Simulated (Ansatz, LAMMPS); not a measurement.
**Relaxing amorphous HfO2 at 7.65 g/cm^3 (78 atoms)**

Wanted: the relaxed structure of amorphous HfO2 at 7.65 g/cm^3 (78 atoms) and its electronic structure.

Calculated with Ansatz 0.2.0; Kohn-Sham DFT, PBE, PAW (set soft_2), plane waves.

Report form: the programs' logs are mostly left out.

## (1) Starting point

The cell holds 78 atoms: 26 Hf and 52 O. Its edges and angles: a = 10.591 Å, b = 10.591 Å, c = 10.591 Å, α = 90.0°, β = 90.0°, γ = 90.0°. 78 atoms (26 Zr, 52 O) placed at random at 4.48 g/cm³, melted at 5000 K for 10 ps at fixed volume with the Morse and Coulomb pair potential with partial charges (Pedone, Malavasi, Menziani, Cormack and Segre, J. Phys. Chem. B 110, 11780 (2006)). Quenched from 5000 K to 300 K at 50 K/ps and fixed volume, held 5 ps, then minimised at fixed cell. Then Zr was replaced by Hf (the potential has no terms for the new elements, so the cell is a start for a DFT relaxation). The density is one point of a scan and needn't be that of the real material.

What the set-up can't give: The quench rate of 50 K/ps is orders of magnitude faster than experiment, which tends to freeze in extra defects. The network of bonds at the start is that of the classical potential that made the cell. Only the Γ point is sampled in the main run, in a cell whose shortest periodic width is 11 Å. The levels lack spin–orbit coupling, which is large for the heavy elements here.

## (2) Making the structure

A classical potential makes the cell, at a small fraction of what the same run would cost in DFT.

This step: classical MD, Morse and Coulomb pair potential with partial charges (Pedone, Malavasi, Menziani, Cormack and Segre, J. Phys. Chem. B 110, 11780 (2006)) (LAMMPS 22 Jul 2025 - Update 4).

Contents of in.lmp:

```
# melt-quench of Zr26O52
units metal
atom_style charge
boundary p p p
region box block 0 10.5908 0 10.5908 0 10.5908
create_box 2 box
mass 1 91.2240   # Zr
mass 2 15.9990   # O
create_atoms 1 random 26 33978 NULL overlap 1.5 maxtry 2000
create_atoms 2 random 52 33985 NULL overlap 1.5 maxtry 2000
pair_style hybrid/overlay pedone 5.5 coul/long 8.0
pair_coeff * * coul/long
pair_coeff 1 2 pedone 0.206237 2.479675 2.436997 1   # Zr-O
pair_coeff 2 2 pedone 0.042395 1.379316 3.618701 22   # O-O
set type 1 charge 2.4
set type 2 charge -1.2
kspace_style pppm 1.0e-4
neigh_modify delay 0 every 1 check yes
thermo_style custom step time temp pe press density
thermo_modify norm yes
timestep 0.002
thermo 100
min_style cg
minimize 1e-4 1e-4 200 2000
reset_timestep 0
velocity all create 5000 33979 mom yes dist gaussian
fix lim all nve/limit 0.05
fix lan all langevin 5000 5000 0.2 33980 zero yes
thermo 500
run 1000 post no
unfix lim
unfix lan
thermo 833
fix md all nvt temp 5000 5000 0.2
run 5000 post no
unfix md
thermo 4700
fix md all nvt temp 5000 300 0.2
run 47000 post no
unfix md
thermo 1250
fix md all nvt temp 300 300 0.2
run 2500 post no
unfix md
thermo 100
min_style cg
minimize 0 1e-3 2000 20000
write_dump all custom glass.dump id type xs ys zs modify sort id
```

The run is started by

```sh
lmp -in in.lmp -log none -nocite
```

Run time: 75 s. Hardware: 1 thread of Intel Xeon at 2.80GHz (Skylake/Cascade Lake), shared host; peak memory 0.63 GiB.

## (3) Single point at the start

A single point comes first, to see the forces before anything moves.

Contents of input.yaml:

```yaml
crystal:
  lattice:
    - [10.5908, 0.0, 0.0]
    - [0.0, 10.5908, 0.0]
    - [0.0, 0.0, 10.5908]
  atoms:
    - { symbol: Hf, position: [0.46074, 0.62498, 0.27267] }
    - { symbol: Hf, position: [0.13756, 0.7163, 0.20324] }
    - { symbol: Hf, position: [0.73519, 0.6017, 0.77211] }
    - { symbol: Hf, position: [0.6849, 0.3773, 0.06194] }
    - { symbol: Hf, position: [0.97071, 0.87257, 0.90177] }
    - { symbol: Hf, position: [0.49674, 0.63959, 0.97774] }
    - { symbol: Hf, position: [0.80765, 0.54463, 0.27897] }
    - { symbol: Hf, position: [0.15613, 0.499, 0.42835] }
[... 66 atom lines left out ...]
    - { symbol: O, position: [0.80989, 0.39705, 0.4051] }
    - { symbol: O, position: [0.00778, 0.8062, 0.08437] }
    - { symbol: O, position: [0.14896, 0.37041, 0.27228] }
    - { symbol: O, position: [0.07755, 0.22135, 0.7459] }
kpoints:
  mp_grid: { grid: [1, 1, 1] }
hamiltonian:
  xc: pbe
scf:
  occupations: { method: fermi_dirac, width: 0.025 }
output:
  forces: true
```

The run is started by

```sh
ansatz run input.yaml --threads 4 --pin off --max-ram 8192MiB --backend cpu --events-out ev --progress --plain --runs-dir out
```

The job ended after 21 s (4 threads of Arm Neoverse V2, shared host; peak memory 1.9 GiB).

Numbers from this run:

- free energy: -438385.0860 eV
- free energy per atom: -5620.3216 eV/atom
- SCF cycles: 11
- r.m.s. force component: 0.5453 eV/Å
- longest force: 2.494 eV/Å
- Fermi energy: 11.09 eV

The r.m.s. force component of 0.55 eV/Å sets the starting point.

Neighbours are counted within 2.82 Å (O-Hf).

Length of the force by element and coordination:

```csv
element,coordination,atoms,mean length of the force (eV/Å),spread,least,most
Hf,all,26,1.22,0.612,0.371,2.49
Hf,5,6,1.27,0.585,0.371,2.17
Hf,6,20,1.21,0.620,0.462,2.49
O,all,52,0.551,0.318,0.137,1.67
O,2,7,0.885,0.484,0.370,1.67
O,3,44,0.492,0.244,0.137,1.39
O,4,1,0.803,0,0.803,0.803
```

## (4) Relaxation

The atoms are relaxed in the fixed cell, aiming at the force tolerance of the input.

input.yaml, as its differences from that of step 3:

```diff
@@ -15 +15,4 @@
   forces: true
+relax:
+  f_tol: 0.04
+  max_steps: 250
```

The job ended after 6.6 min (4 threads; peak memory 1.9 GiB).

The steps of the relaxation (22 of 25):

```csv
step,energy less that of the first step (eV),largest force component (eV/Å)
1,0.0000,2.3512
2,-1.2932,0.9904
3,-1.8718,0.4561
4,-2.2727,0.2122
6,-2.3724,0.0832
7,-2.3927,0.0699
8,-2.3992,0.1049
9,-2.4295,0.1361
10,-2.4362,0.1757
11,-2.4634,0.1105
12,-2.4971,0.1542
14,-2.5829,0.1772
15,-2.6304,0.1437
16,-2.6582,0.2262
17,-2.6893,0.0841
18,-2.7070,0.0700
19,-2.7032,0.1149
20,-2.7132,0.0252
22,-2.7173,0.1500
23,-2.7223,0.0825
24,-2.7139,0.1214
25,-2.7291,0.0370
```

Relaxation steps 19, 24 were tried and not accepted.

The atoms that moved most (Å):

```csv
atom,dx,dy,dz,length
O62,1.278,-0.916,-0.674,1.711
O48,-0.489,0.454,0.218,0.702
Hf14,0.476,-0.100,-0.449,0.661
Hf23,-0.268,0.289,0.455,0.601
O40,-0.361,-0.395,-0.102,0.545
O46,-0.447,0.239,-0.155,0.530
O41,-0.144,-0.221,0.448,0.520
O39,-0.058,-0.048,-0.409,0.416
```

The relaxation changed the energy by -35.0 meV/atom, and atoms moved by 0.32 Å r.m.s., 1.7 Å at most.

## (5) Distances and neighbours after relaxation

Bonds before and after, by the cutoffs listed below:

```csv
pair,bonds before,bonds after,mean before (Å),mean after (Å),spread before (Å),spread after (Å)
O-Hf,150,150,2.141,2.139,0.075,0.139
```

Density 7.65 g/cm³, 15.23 Å³ an atom.

Pair distribution functions g(r), in bins of 0.2 Å:

```csv
r (Å),total,O-O,O-Hf,Hf-Hf
1.90,0.73,0.00,1.64,0.00
2.10,3.35,0.00,7.55,0.00
2.30,0.87,0.00,1.95,0.00
2.50,0.39,0.59,0.29,0.00
2.70,0.79,1.62,0.15,0.00
2.90,1.09,2.45,0.00,0.00
3.10,1.21,2.41,0.14,0.71
3.30,0.90,1.45,0.13,1.80
3.50,0.85,1.00,0.45,1.83
3.70,0.68,0.44,0.66,1.72
3.90,1.09,0.62,0.97,3.41
4.10,1.02,0.85,1.11,1.35
4.30,1.06,0.99,1.26,0.46
4.50,1.00,0.61,1.61,0.14
4.70,0.99,0.52,1.59,0.45
4.90,0.97,0.62,1.43,0.52
5.10,1.16,1.27,1.19,0.59
```

Bonds by pair of elements; cutoffs follow the first minimum of g(r), held within bounds set by covalent radii, and pairs that aren't listed don't count as bonded:

```csv
pair A-B,cutoff (Å),bonds,mean length (Å),spread (Å),shortest (Å),B about A,A about B
O-Hf,2.88,150,2.14,0.139,1.91,2.88,5.77
```

How many atoms have how many bonded neighbours:

```csv
element,mean,2,3,4,5,6,7
Hf,5.77,0,0,0,8,16,2
O,2.88,9,40,3,0,0,0
```

Bond angles, per cent of each kind in bins of 5°:

```csv
angle (°),O-Hf-O,Hf-O-Hf
55–60,0.3,0.0
60–65,0.3,0.0
65–70,2.2,0.0
70–75,6.9,0.0
75–80,13.3,0.0
80–85,7.7,0.0
85–90,9.4,4.8
90–95,8.3,6.8
95–100,9.4,11.6
100–105,6.9,13.6
105–110,5.8,7.5
110–115,4.4,3.4
115–120,2.2,5.4
120–125,2.5,7.5
125–130,0.3,8.2
130–135,1.7,5.4
135–140,1.1,6.8
140–145,1.4,7.5
145–150,2.8,2.7
150–155,2.2,4.1
155–160,3.0,2.7
160–165,2.8,1.4
165–170,2.8,0.0
170–175,1.7,0.0
175–180,0.8,0.7
```

Bond angles (no mean is given where the spread exceeds 20°):

```csv
angle,count,mean (°),spread (°)
O-Hf-O,362,-,-
Hf-O-Hf,147,-,-
```

Bond length by coordination (bonds to H left out):

```csv
element,coordination,atoms,mean bond length (Å)
Hf,5,8,2.08
Hf,6,16,2.15
Hf,7,2,2.22
O,2,9,1.97
O,3,40,2.15
O,4,3,2.29
```

For some of the pairs, g(r) has its first main peak near 3.0 Å (O-O) and 2.1 Å (O-Hf). Counting bonds as in the table, 62 % of Hf atoms have 6 and 77 % of O atoms have 3 bonded neighbours. Bonds at O atoms with 2 neighbours average 1.97 Å, against 2.29 Å at those with 4.

## (6) Single point at the relaxed geometry

One more single point at the end of the walk gives the fuller output and checks the residual forces.

Contents of input.yaml:

```yaml
crystal:
  lattice:
    - [10.5908, 0.0, 0.0]
    - [0.0, 10.5908, 0.0]
    - [0.0, 0.0, 10.5908]
  atoms:
    - { symbol: Hf, position: [0.46262, 0.60868, 0.27821] }
    - { symbol: Hf, position: [0.13447, 0.72242, 0.20636] }
    - { symbol: Hf, position: [0.74396, 0.59749, 0.76944] }
    - { symbol: Hf, position: [0.68781, 0.38368, 0.06861] }
    - { symbol: Hf, position: [0.97653, 0.86964, 0.90698] }
    - { symbol: Hf, position: [0.49319, 0.63462, 0.97745] }
    - { symbol: Hf, position: [0.82356, 0.54922, 0.27655] }
    - { symbol: Hf, position: [0.1806, 0.50563, 0.4488] }
[... 66 atom lines left out ...]
    - { symbol: O, position: [0.80822, 0.40893, 0.40252] }
    - { symbol: O, position: [0.00495, 0.8126, 0.08842] }
    - { symbol: O, position: [0.16192, 0.37981, 0.29527] }
    - { symbol: O, position: [0.06968, 0.23103, 0.74928] }
kpoints:
  mp_grid: { grid: [1, 1, 1] }
hamiltonian:
  xc: pbe
scf:
  occupations: { method: fermi_dirac, width: 0.025 }
output:
  forces: true
  stress: true
  populations: true
  dos:
    method: { smearing: { sigma: 0.08 } }
    de: 0.05
    projected: { site_lists: { Hf: [Hf], O: [O] } }
  eigenvalues: true
  write_density: true
  write_potential: true
  volumetric_format: npy
```

It took 36 s on 4 threads; peak memory 2 GiB; 2.3 min of CPU time.

The run gave:

```
free energy                                      : -438387.8151 eV
free energy per atom                             : -5620.3566 eV/atom
SCF cycles                                       : 11
pressure                                         : -5.377 GPa
r.m.s. force component                           : 0.01332 eV/Å
longest force                                    : 0.04801 eV/Å
Fermi energy                                     : 11.09 eV
gap (highest filled to lowest empty level) : 3.735 eV
spilling of the projection                       : 0.002747
```

Löwdin charges by element and coordination (they lack the spilled electrons, 0.035 e an atom on average):

```csv
element,coordination,atoms,mean charge (e),spread,least,most
Hf,all,26,1.47,0.0269,1.42,1.53
Hf,5,8,1.47,0.0295,1.42,1.52
Hf,6,16,1.47,0.0262,1.44,1.53
Hf,7,2,1.48,0.0196,1.46,1.50
O,all,52,-0.683,0.0301,-0.736,-0.607
O,2,9,-0.644,0.0223,-0.676,-0.607
O,3,40,-0.690,0.0236,-0.731,-0.642
O,4,3,-0.720,0.0155,-0.736,-0.699
```

Density of states as counts of states in windows of 1 eV (from the Fermi level), total and the larger projections:

```csv
from (eV),to (eV),total,O p,Hf d,Hf f
-14,-13,0.0,0.0,0.0,0.0
-13,-12,298.0,0.9,0.1,296.5
-12,-11,66.0,0.2,0.0,65.6
-11,-7,0.0,0.0,0.0,0.0
-7,-6,23.9,16.6,5.0,0.1
-6,-5,69.6,49.9,16.2,0.2
-5,-4,70.4,54.9,12.2,0.2
-4,-3,77.9,67.4,7.6,0.3
-3,-2,66.7,61.6,3.5,0.2
-2,-1,3.6,3.4,0.1,0.0
-1,1,0.0,0.0,0.0,0.0
1,2,2.0,0.1,0.9,0.0
2,3,34.6,3.4,27.9,0.0
3,4,61.9,7.5,48.3,0.0
4,5,56.7,8.9,38.8,0.0
```

Between -26 and -14 eV lie 104 more states.

The stored curve holds about 780 of the 988 electrons; the rest, give or take the few that broadening carries across the Fermi level, lie in deeper levels below its range.

The levels nearest the highest filled one (over half full), pooled over k-points and spins:

```csv
level less the highest filled one (eV),occupation
-0.300,2
-0.246,2
-0.226,2
-0.189,2
-0.107,2
0,2
3.73,0
3.98,0
4.03,0
4.13,0
4.24,0
4.33,0
```

Valence density in the ac plane at fractional y = 0.216, with atoms of Hf and O within 0.2 Å of it. It is the smooth field of the valence electrons, not physical close to the nuclei.

Ten steps, logarithmic in the rise over the least value, from '0' (0 e/Å³) to '9' (28 e/Å³), each cell a mean:
```
531000000023432343211246653467
741000000147874222100134533689
741000000268985210000011212588
422100000147874100000000000245
244310000013431000000000000011
366521000012221000000000000001
356521000123321000000000000001
123210000012321000000000000000
011000000001100000000001232110
000000000000000000000013565310
001110000000000122210013665310
001111000000001245421012443200
001112221000001256532222111000
000124665200000134335664100000
000037997310000011136886200000
000036897300000000025775200000
000013554100000000013432000000
000001112211000000134321000000
000000123442000000256631000000
000000125663100000256631000000
000000024553100000123320000000
000000012221000011111110000000
000000000000001232211112210000
110000000000012344211245542122
```
Columns run along a (10.6 Å), rows up along c (10.6 Å). Atoms in or near the plane, at fractional coordinates: Hf at (0.23, 0.37), Hf at (0.41, 0.89), O at (0.31, 0.17), O at (0.68, 0.20), O at (0.79, 0.98), O at (0.84, 0.57), O at (0.07, 0.75).

Electrostatic potential energy in the ac plane at fractional y = 0.216, with atoms of Hf and O within 0.2 Å of it. With pseudopotentials it is smooth inside the atoms' cores, unlike the true potential.

Ten even steps from '0' (-30 eV) to '9' (16 eV), each cell a mean:
```
257899999864346646888830027410
036899998630003689999973366100
037899998610101689999999986200
468999998630003789999999987532
754699998875457899999999998877
600189999987788999999999999999
720389999986689999999999999999
887899999998899999999999999988
899999999999999999999999878888
899999999999999999999997102788
999999999999999998999996001788
999999989999999841489888546999
999987667899999830277557889999
999863112689999986663013689999
999740000478999999840001589999
999740000479999999852002689999
999874224789999999876446799999
999988778899999999975578999999
999999986358999999830069999999
999999982006999999830069999999
999999994137999999976699999999
999999999889999999888899999999
899999999999999877877888899988
688999999988788634788851158766
```
Columns run along a (10.6 Å; values clipped at the 3rd and 97th percentile), rows up along c (10.6 Å). Atoms in or near the plane, at fractional coordinates: Hf at (0.23, 0.37), Hf at (0.41, 0.89), O at (0.31, 0.17), O at (0.68, 0.20), O at (0.79, 0.98), O at (0.84, 0.57), O at (0.07, 0.75).

Mean Löwdin charges: Hf +1.47, O -0.68 e. The largest share in the top eV of filled states is O p (94 % of the projected weight), and in the lowest eV of empty states Hf d (80 % of the projected weight).

The surroundings of O27, which has 2 bonded neighbours where the commonest count for O is 3, nearest first, numbered as they follow in the input and with coordinates relative to it.

```csv
atom,x,y,z,distance (Å),bonds,Löwdin charge (e)
O27,0.00,0.00,0.00,0.00,2,-0.67
Hf2,-1.39,-1.32,0.49,1.98,6,1.44
Hf16,0.57,1.93,-0.12,2.01,6,1.46
O67,-1.31,2.43,0.83,2.88,3,-0.65
O76,-2.76,-0.36,-0.76,2.89,3,-0.69
O36,0.06,-2.36,1.67,2.89,3,-0.68
O69,-2.43,-0.06,1.80,3.02,3,-0.66
O66,2.65,1.63,-0.13,3.11,3,-0.67
O48,0.42,2.32,-2.07,3.13,2,-0.67
```

The column of bonds counts only the pairs O-Hf within 2.88 Å; other neighbours, such as metal atoms beside each other in a compound, aren't counted, and periodic images can show an atom twice.

## (7) K-mesh 2×2×2

A denser mesh tests the sampling of the Brillouin zone.

input.yaml, as its differences from that of step 6:

```diff
@@ -8,3 +8,3 @@
 kpoints:
-  mp_grid: { grid: [1, 1, 1] }
+  mp_grid: { grid: [2, 2, 2] }
 hamiltonian:
@@ -22,4 +22 @@
   eigenvalues: true
-  write_density: true
-  write_potential: true
-  volumetric_format: npy
```

The job ended after 5.2 min (4 threads; peak memory 6.3 GiB; 20 min of CPU time).

The program notes that it cut back its work space to fit the memory limit.

Geometry and reference: those of the single point at the relaxed geometry.

Forces differ from those of the single point at the relaxed geometry by 11 meV/Å r.m.s.; the energy by -1.2 meV/atom and the gap by -0.033 eV. It took 5.2 min and 11 cycles; the reference's time can't be set against it, since the two runs asked for unlike analyses.

## (8) Functional HSE06

HSE06 mixes in a quarter of exact exchange at short range, which counters self-interaction, at a higher cost.

This step: Kohn-Sham DFT, HSE06, PAW (set soft_2), plane waves (Ansatz 0.2.0).

input.yaml, as its differences from that of step 7:

```diff
@@ -8,5 +8,5 @@
 kpoints:
-  mp_grid: { grid: [2, 2, 2] }
+  mp_grid: { grid: [1, 1, 1] }
 hamiltonian:
-  xc: pbe
+  xc: hse06
 scf:
```

Run time: 9.2 min. Hardware: 4 threads; peak memory 5.1 GiB.

The program notes that the exchange threshold is loose for the stress and the SCF threshold is loose for the stress.

Geometry and reference: those of the single point at the relaxed geometry.

Forces differ from those of the single point at the relaxed geometry by 107 meV/Å r.m.s.; the pressure by -4.0 GPa and the gap by +1.5 eV. It took 9.2 min and 24 cycles; the reference's time can't be set against it, since the two runs asked for unlike analyses.

The run gave:

- free energy: -438388.6309 eV
- free energy per atom: -5620.3671 eV/atom
- SCF cycles: 24
- pressure: -9.356 GPa
- r.m.s. force component: 0.1116 eV/Å
- longest force: 0.4917 eV/Å
- Fermi energy: 10.78 eV
- gap (highest filled to lowest empty level): 5.223 eV
- spilling of the projection: 0.003065

(Part 1 of 2 ends here.)

[Logs are printed without paths, hosts, clocks, repeated set-up lines and the standing remarks that a program may print on its own settings, such as how far it seeks lower states.]

[Hosts, paths, dates, database ids (printed as entryN), source tags and the programs' standing remarks are cut or masked in the printed files.]
